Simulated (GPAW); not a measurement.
**Polymorphs of BN told apart by optics**

Method, alike for all: GPAW, PBE, RPA, without spin-orbit coupling, line width 0.12 eV (Lorentzian).

Structure 1:

Symmetry: P6_3/mmc, No. 194, hexagonal system. The conventional cell has a = 2.498 Å, b = 2.498 Å, c = 6.636 Å, α = 90.00°, β = 90.00°, γ = 120.00°. N on site d has 3 B at 1.44 Å as nearest neighbours. B on site c has 3 N at 1.44 Å as nearest neighbours.

Structure 2:

The structure is hexagonal, space group P6_3mc (No. 186). The conventional cell has a = 2.536 Å, b = 2.536 Å, c = 4.199 Å, α = 90.00°, β = 90.00°, γ = 120.00°. N on site b is surrounded by 4 B at 1.56 to 1.57 Å. B on site b is surrounded by 4 N at 1.56 to 1.57 Å.

Structure 3:

The structure is cubic, space group F-43m (No. 216). Conventional cell: a = 3.615 Å, b = 3.615 Å, c = 3.615 Å, α = 90.00°, β = 90.00°, γ = 90.00°. N on site c has 4 B at 1.57 Å as nearest neighbours. Around B on site a lie 4 N at 1.57 Å.

Spectrum A:

```csv
E (eV),Im ε
0.00,0.00
0.25,0.00
0.50,0.00
0.75,0.00
1.00,0.01
1.25,0.01
1.50,0.01
1.75,0.01
2.00,0.01
2.25,0.01
2.50,0.01
2.75,0.02
3.00,0.02
3.25,0.02
3.50,0.02
3.75,0.02
4.00,0.03
4.25,0.03
4.50,0.03
4.75,0.04
5.00,0.04
5.25,0.04
5.50,0.05
5.75,0.05
6.00,0.06
6.25,0.06
6.50,0.07
6.75,0.08
7.00,0.09
7.25,0.10
7.50,0.12
7.75,0.14
8.00,0.17
8.25,0.23
8.50,0.38
8.75,0.60
9.00,0.92
9.25,1.33
9.50,1.92
9.75,3.07
10.00,3.77
```

Spectrum B:

```csv
E (eV),Im ε
0.00,0.00
0.25,0.00
0.50,0.00
0.75,0.00
1.00,0.01
1.25,0.01
1.50,0.01
1.75,0.01
2.00,0.01
2.25,0.01
2.50,0.01
2.75,0.02
3.00,0.02
3.25,0.02
3.50,0.02
3.75,0.03
4.00,0.03
4.25,0.03
4.50,0.03
4.75,0.04
5.00,0.04
5.25,0.04
5.50,0.05
5.75,0.06
6.00,0.06
6.25,0.07
6.50,0.08
6.75,0.09
7.00,0.10
7.25,0.12
7.50,0.14
7.75,0.17
8.00,0.21
8.25,0.28
8.50,0.40
8.75,0.82
9.00,1.97
9.25,2.61
9.50,4.69
9.75,5.33
10.00,7.22
```

Spectrum C:

```csv
E (eV),Im ε
0.00,0.00
0.25,0.00
0.50,0.01
0.75,0.01
1.00,0.02
1.25,0.02
1.50,0.03
1.75,0.04
2.00,0.04
2.25,0.05
2.50,0.06
2.75,0.08
3.00,0.10
3.25,0.12
3.50,0.16
3.75,0.21
4.00,0.31
4.25,0.51
4.50,1.17
4.75,3.80
5.00,5.07
5.25,7.42
5.50,7.16
5.75,11.02
6.00,10.44
6.25,5.75
6.50,5.05
6.75,4.09
7.00,2.84
7.25,2.47
7.50,2.79
7.75,1.56
8.00,1.23
8.25,1.31
8.50,1.27
8.75,1.17
9.00,1.07
9.25,0.70
9.50,0.63
9.75,0.65
10.00,0.73
```

Task: Which spectrum belongs to which structure?

Result: C is structure 1 (P6_3/mmc, 9.0 Å³ an atom): ε∞ = 4.60 along the first axis, strongest peak along the first axis at 5.90 eV. A is structure 2 (P6_3mc, 5.8 Å³ an atom): ε∞ = 4.44 along the first axis, strongest peak along the first axis at 11.27 eV. B is structure 3 (F-43m, 5.9 Å³ an atom): ε∞ = 4.52 along the first axis, strongest peak along the first axis at 12.17 eV.

[Logs are printed without paths, hosts, clocks, repeated set-up lines and the standing remarks that a program may print on its own settings, such as how far it seeks lower states.]
